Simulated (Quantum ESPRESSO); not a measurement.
# Ir (Fm-3m): coupling and resistivity with EPW, part 2 of 4

Wanted: λ, Tc and ρ(T) of Ir (Fm-3m) from Quantum ESPRESSO and EPW.

Quantum ESPRESSO 7.5; DFT LDA, scalar-relativistic, plane waves, PseudoDojo 0.4.1 norm-conserving pseudopotentials.

So far. Step 2 (Relaxation): The volume ends at 13.75 Å³ an atom, -2.2 % from the start. Step 3 (Ground state): The Fermi level lies at 26.41 eV and the pressure is -0.21 GPa.

## (4) Phonons on the coarse mesh (continued)

Frequencies at the irreducible wavevectors:

```
  q1    q2     q3  star  mode 1 (cm⁻¹)  mode 2 (cm⁻¹)  mode 3 (cm⁻¹)
   0     0      0     1            1.1            1.1            1.1
   0     0   0.25     8           93.7           93.7          178.6
   0     0   -0.5     4          125.6          125.6          213.1
   0  0.25   0.25     6          123.1          123.1          190.1
   0  0.25   -0.5    24          146.6          166.2          202.2
   0  0.25  -0.25    12          135.2          153.8          203.4
   0  -0.5   -0.5     3          157.2          157.2          213.1
0.25  -0.5  -0.25     6          176.1          184.3          184.3
```

The lowest mode off the zone centre lies at 93.7 cm⁻¹ and the highest of all solved modes at 213 cm⁻¹, so the solved wavevectors are stable. The acoustic modes at the centre lie within 1.1 cm⁻¹ of zero before the sum rule is imposed.

## (5) Bands for the check

Bands on a path serve later as the test of the Wannier interpolation; inside the frozen window, points that lie on the coarse mesh match by construction, and those between them test it.

The input, bands.in:

```
 &control
    calculation='bands',
    prefix='x',
    outdir='./tmp',
    pseudo_dir='./pseudo',
    verbosity='high',
 /
 &system
    ibrav=0,
    nat=1,
    ntyp=1,
    ecutwfc=56.0,
    occupations='smearing',
    smearing='mv',
    degauss=0.02,
    nbnd=31,
 /
 &electrons
    conv_thr=1.0d-10,
 /
ATOMIC_SPECIES
 Ir    192.2170  Ir.upf
CELL_PARAMETERS angstrom
     0.000000000    1.901452400    1.901452400
     1.901452400    0.000000000    1.901452400
     1.901452400    1.901452400    0.000000000
ATOMIC_POSITIONS crystal
 Ir     0.000000000   0.000000000   0.000000000
K_POINTS crystal
45
 0.37500000 0.37500000 0.75000000 0.02222222
 0.35000000 0.35000000 0.70000000 0.02222222
 0.32500000 0.32500000 0.65000000 0.02222222
 0.30000000 0.30000000 0.60000000 0.02222222
[the list of k-points goes on]
```

The run is started by

```bash
$ OMP_NUM_THREADS=1 mpirun -n 8 pw.x -nk 8 -in bands.in > bands.out
```

Output:

```text
[banner, memory and clock lines left out]
[...]
number of Kohn-Sham states=           31
```

Wall time 2.3 s (8 MPI ranks of Arm Neoverse V2, shared host); 16 s of CPU time.

## (6) States on the coarse mesh

Wannier functions need the states on a full uniform k mesh, and the couplings need it to be a multiple of the q mesh.

The input, nscf.in:

```
 &control
    calculation='nscf',
    prefix='x',
    outdir='./tmp',
    pseudo_dir='./pseudo',
    verbosity='high',
 /
 &system
    ibrav=0,
    nat=1,
    ntyp=1,
    ecutwfc=56.0,
    occupations='smearing',
    smearing='mv',
    degauss=0.02,
    nbnd=31,
 /
 &electrons
    conv_thr=1.0d-11,
 /
ATOMIC_SPECIES
 Ir    192.2170  Ir.upf
CELL_PARAMETERS angstrom
     0.000000000    1.901452400    1.901452400
     1.901452400    0.000000000    1.901452400
     1.901452400    1.901452400    0.000000000
ATOMIC_POSITIONS crystal
 Ir     0.000000000   0.000000000   0.000000000
K_POINTS crystal
512
 0.00000000 0.00000000 0.00000000 0.00195312
 0.00000000 0.00000000 0.12500000 0.00195312
 0.00000000 0.00000000 0.25000000 0.00195312
 0.00000000 0.00000000 0.37500000 0.00195312
[the list of k-points goes on]
```

The run is started by

```bash
$ OMP_NUM_THREADS=1 mpirun -n 8 pw.x -nk 8 -in nscf.in > nscf.out
```

Output:

```text
[banner, memory and clock lines left out]
[...]
number of Kohn-Sham states=           31
     the Fermi energy is    26.5015 ev
```

Elapsed: 18 s, on 8 MPI ranks; 2.2 min of CPU time.

This step gave:

```yaml
fermi_energy: 26.50 eV
```

## (7) Wannier functions and couplings

Projections Ir s, p, d start 9 Wannier functions; states up to 2.5 eV over the Fermi level are frozen, and the projected functions are kept without the localisation step. Hamiltonian, force constants and couplings go to real space.

The input, epw1.in:

```
--
 &inputepw
    prefix='x',
    outdir='./tmp',
    dvscf_dir='./save',
    elph=.true.,
    etf_mem=1,
    nbndsub=9,
    bands_skipped='exclude_bands = 1-4',
    use_ws=.true.,
    vme='wannier',
    asr_typ='crystal',
    nk1=8,
    nk2=8,
    nk3=8,
    nq1=4,
    nq2=4,
    nq3=4,
    amass(1)=192.217,
    epwwrite=.true.,
    epwread=.false.,
    wannierize=.true.,
    num_iter=0,
    dis_win_max=66.41,
    dis_froz_max=28.906,
    proj(1)='Ir:s;p;d',
    wdata(1)='dis_num_iter = 600',
    wdata(2)='guiding_centres = .true.',
    wdata(3)='num_print_cycles = 50',
    wdata(4)='dis_mix_ratio = 0.7',
    band_plot=.true.,
    filkf='path.dat',
    filqf='path.dat',
    fsthick=100.0,
    efermi_read=.true.,
    fermi_energy=26.4063,
 /
```

The run is started by

```bash
$ OMP_NUM_THREADS=1 mpirun -n 8 epw.x -nk 8 -in epw1.in > epw1.out
```

Output:

```text
[the first part of the log is left out]
     Number of WS vectors for phonons       93
     Number of WS vectors for electron-phonon       93
     Maximum number of cores for efficient parallelization       93
     Inside velocity step 1
     Velocity matrix elements calculated
     Writing Hamiltonian, Dynamical matrix and EP vertex in Wann rep to file
     ===================================================================
     Memory usage:  VmHWM =       258Mb
                   VmPeak =       732Mb
     ===================================================================
     Using q-mesh file: path.dat
     WARNING: q-point weigths do not add up to 1 [loadqmesh_serial]
     Size of q point mesh for interpolation:         45
     Using k-mesh file: path.dat
     WARNING: k-point weigths do not add up to 1 [loadkmesh_para]
     Size of k point mesh for interpolation:         45
     Fermi energy coarse grid =  26.501474 eV
     ===================================================================
     Fermi energy is read from the input file: Ef =  26.406300 eV
     ===================================================================
     Skipping    4 occupied bands:
     The Fermi level will be determined with   9.00000 electrons
              ibndmin =     1  ebndmin =    14.997 eV
              ibndmax =     9  ebndmax =    57.402 eV
     Number of ep-matrix elements per pool :         1458 ~=   11.39 Kb (@ 8 bytes/ DP)
     We only need to compute       45 q-points
     ===================================================================
     Memory usage:  VmHWM =       258Mb
                   VmPeak =       732Mb
     ===================================================================
```

The job ended after 3.1 min (8 MPI ranks).

This step gave:

```
r.m.s. error of the interpolated bands from 2 eV under to 1 eV over the Fermi level : 8.3 meV
largest error in that range                                                         : 36.8 meV
lowest interpolated frequency on the path                                           : 0 cm⁻¹
```

Electronic bands along the path, in eV, zero at the Fermi level; # counts the bands kept:

```
          point      #1     #2     #3     #4     #5     #6     #7     #8
              K   -7.21  -6.19  -2.97  -0.88   0.68   6.37   7.98  11.85
0.47 of the way   -7.63  -5.28  -4.07  -2.54  -2.26   1.36  13.57  17.04
              Γ  -11.41  -4.03  -4.03  -4.03  -1.19  -1.19  13.63  19.24
        halfway   -9.15  -4.55  -3.57  -3.57  -1.02  -1.02  13.59  16.52
              L   -8.38  -4.13  -4.13  -0.78   1.00   1.00   7.55  13.29
        halfway   -6.85  -5.43  -3.71  -2.67   0.65   5.36   6.85  15.66
              W   -6.48  -5.04  -5.04  -1.86   1.61   8.35   9.27   9.27
0.57 of the way   -7.67  -7.13  -1.57   0.03   1.61   5.15   9.19  11.33
              X   -8.20  -7.62   0.99   1.61   1.61   1.73  10.88  11.62
```

The same for Wannier interpolation:

```
point      #1     #2     #3     #4     #5     #6     #7     #8
    K   -7.21  -6.19  -2.97  -0.88   0.68   6.48   8.38  13.01
    Γ  -11.41  -4.03  -4.03  -4.03  -1.19  -1.19  27.41  27.41
    L   -8.38  -4.13  -4.13  -0.78   1.00   1.00   7.56  21.10
    W   -6.48  -5.04  -5.04  -1.86   1.61   8.38   9.50   9.50
    X   -8.20  -7.62   0.99   1.61   1.61   1.73  10.97  11.70
```

The first set of electronic bands as a text plot (rows in eV, shown from -8.0 to 8.0 only):

```
    7.7 |*                               ******     * *   *
    7.0 |                                      *******
    6.3 |*                                        **       **
    5.7 | *                                      *
    5.0 |  *                                                 *
    4.3 |   *                                   *
    3.7 |    **                                               *
    3.0 |      *                               *               *
    2.3 |       *                            **
    1.7 |        *                          *         ***********
    1.0 |*                               ********   **         **
    0.3 | *       **                   **        ***         ***
   -0.3 |  **       *               ***                    ** *
   -1.0 |*   **      **********   **     ****             *
   -1.7 | **   **     ****     ***      *    **     ******   *
   -2.3 |   **********                         * ***       **
   -3.0 |*          **                 *        *
   -3.7 | *       *********  ***********     *** *        *
   -4.3 |  **   **    ****************  *******   ***    *
   -5.0 |   **********                         **    ****
   -5.7 | **                                     *****   *
   -6.3 |* *****                                  *********
   -7.0 |**     *                               **        ****
   -7.7 |        *                             *             ****
         K                 Γ               L            W       X
```

Phonon branches along the path, in cm⁻¹:

```
          point  branch 1  branch 2  branch 3
              K       156       184       194
0.47 of the way       118       133       196
              Γ         0         0         0
        halfway        94        94       179
              L       126       126       213
        halfway       147       163       203
              W       176       184       184
0.57 of the way       163       164       206
              X       157       157       213
```

The phonon branches as a text plot (rows in cm⁻¹):

```
    209 |                              **********            ****
    200 |  *******                    *          ***      ***
    191 |**       **                **              ***  *
    182 |* *                       *                 *****
    173 |   *       *                             *** *****
    164 |    **                                  *  **     ****
    155 |**    *     *            *             * **           **
    147 |  **   *                              * *
    138 |    ***                **           ****
    129 |       **    **                 ******
    120 |        ***                   **
    111 |           *                 *
    102 |         **    *      *    **
     93 |           **             *
     84 |            *            *
     75 |             **      *
     67 |             ** *      **
     58 |               *
     49 |               *      *
     40 |                **  **
     31 |                *
     22 |                 *  *
     13 |                 *
      4 |                  **
         K                 Γ               L            W       X
```

Near the Fermi level the interpolated bands miss those of pw.x by 8 meV r.m.s. and 37 meV at most, each level matched to the nearest interpolated one; the r.m.s. value is under the 60 meV set for going on.

## (8) Coupling and Tc: fine k 20×20×20, q 10×10×10, width 0.15 eV, window 0.61 eV

The couplings are interpolated to a fine mesh near the Fermi level; their sum gives α²F and λ, and the linearised gap equation gives Tc.

The input, a2f-1.in:

```
--
 &inputepw
    prefix='x',
    outdir='./tmp',
    dvscf_dir='./save',
    elph=.true.,
    etf_mem=1,
    nbndsub=9,
    bands_skipped='exclude_bands = 1-4',
    use_ws=.true.,
    vme='wannier',
    asr_typ='crystal',
    nk1=8,
    nk2=8,
    nk3=8,
    nq1=4,
    nq2=4,
    nq3=4,
    amass(1)=192.217,
    epwwrite=.false.,
    epwread=.true.,
    wannierize=.false.,
    nkf1=20,
    nkf2=20,
    nkf3=20,
    nqf1=10,
    nqf2=10,
    nqf3=10,
    mp_mesh_k=.true.,
    ephwrite=.true.,
    eliashberg=.true.,
    liso=.true.,
    limag=.true.,
    tc_linear=.true.,
    tc_linear_solver='lapack',
    fsthick=0.61,
    degaussw=0.15,
    degaussq=0.5,
    nqstep=500,
    muc=0.13,
    wscut=0.3,
    nsiter=500,
    nstemp=7,
    temps=0.5 1.0 2.0 4.0 8.0 16.0 32.0,
 /
```

The run is started by

```bash
$ OMP_NUM_THREADS=1 mpirun -n 8 epw.x -nk 8 -in a2f-1.in > a2f-1.out
```

Output:

```text
[the first part of the log is left out]
            Electron smearing (eV) =    0.150000000000000D+00
                 Fermi window (eV) =    0.610000000000000D+00
     Finish writing .ephmat files
     ===================================================================
     Memory usage:  VmHWM =        47Mb
                   VmPeak =       524Mb
     ===================================================================
     Finish writing dos file x.dos
     Finish writing phdos files x.phdos and x.phdos_proj
     ===================================================================
     Solve isotropic Eliashberg equations
     ===================================================================
     Finish reading freq file
                  Fermi level (eV) =     2.6396944890E+01
     DOS(states/spin/eV/Unit Cell) =     2.4973949996E-01
            Electron smearing (eV) =     1.5000000000E-01
                 Fermi window (eV) =     6.1000000000E-01
     Nr irreducible k-points within the Fermi shell =       128 out of       256
           3 bands within the Fermi window
     Finish reading egnv file
     Max nr of q-points =       548
     Finish reading ikmap files
     Start reading .ephmat files
     Finish reading .ephmat files
     a2f file is not found to estimate initial gap: calculating a2f files
     Finish reading a2f file
     Electron-phonon coupling strength =    0.3375138
     Estimated Tc using McMillan expression =   0.0861 K for muc =   0.1300
     Estimated Tc using Allen-Dynes modified McMillan expression =   0.0869 K
     Estimated Tc using SISSO machine learning model =   0.1009 K
     Estimated w_log =  19.9402 meV
     Estimated BCS superconducting gap using McMillan Tc =   0.0131 meV
     WARNING WARNING WARNING
     The code may crash since tempsmin =    0.500 K is larger than McMillan Tc =     0.086 K
     Start: Solving (isotropic) linearized Eliashberg equation with solver = lapack
     For the first Temp.    0.50  K
       Total number of frequency points nsiw(     1) =   1108
       Cutoff frequency wscut =     0.3001
     Superconducting transition temp. Tc is the one which has Max. eigenvalue close to 1
      -----------------------------------------------------------------
             Temp.       Max.         nsiw     wscut    Nr. of iters
             (K)       eigenvalue    (itemp)   (eV)      to Converge
      -----------------------------------------------------------------
             0.50      0.9197941     1108      0.3001        1
             1.00      0.7788024      554      0.3002        1
             2.00      0.6387892      277      0.3005        1
             4.00      0.5004387      139      0.3021        1
             8.00      0.3636923       69      0.3010        1
            16.00      0.2317201       35      0.3075        1
            32.00      0.1089693       17      0.3032        1
      -----------------------------------------------------------------
     Finish: Solving (isotropic) linearized Eliashberg equation
```

The job ended after 82 s (8 MPI ranks; 9.7 min of CPU time).

Numbers from this step:

* coupling constant λ: 0.3375
* log mean phonon energy ħω_log: 19.94 meV
* density of states at the Fermi level: 0.2497 states/eV a spin and cell
* Fermi level on the fine mesh: 26.40 eV

The a2F has structure finer than the step of the table below, so its rows give means over 1 meV, whole bins alone (the curve runs from 0.058 to 28.9 meV). Peaks (meV: height): 18.7: 0.416, 21.0: 0.373, 25.0: 0.715.

The a2F by phonon energy; means over each step:

phonon energy (meV), a2F and a bar:
```
        3      0.000 
        4      0.000 
        5      0.004 
        6      0.002 
        7      0.001 
        8      0.002 
        9      0.004 
       10      0.012 #
       11      0.007 
       12      0.011 #
       13      0.050 ##
       14      0.040 ##
       15      0.106 #####
       16      0.147 #######
       17      0.198 #########
       18      0.240 ###########
       19      0.392 ##################
       20      0.301 ##############
       21      0.329 ###############
       22      0.219 ##########
       23      0.156 #######
       24      0.286 #############
       25      0.646 ##############################
       26      0.273 #############
       27      0.018 #
       28      0.000
```

λ = 0.338 and ħω_log = 19.9 meV. The eigenvalue stays under 1 down to 0.5 K.

(Continued in part 3 of 4.)

[The logs of pw.x and epw.x are selected lines.]

[Logs are printed without paths, hosts, clocks, repeated set-up lines and the standing remarks that a program may print on its own settings, such as how far it seeks lower states.]

[Hosts, paths, dates, database ids (printed as entryN), source tags and the programs' standing remarks are cut or masked in the printed files.]
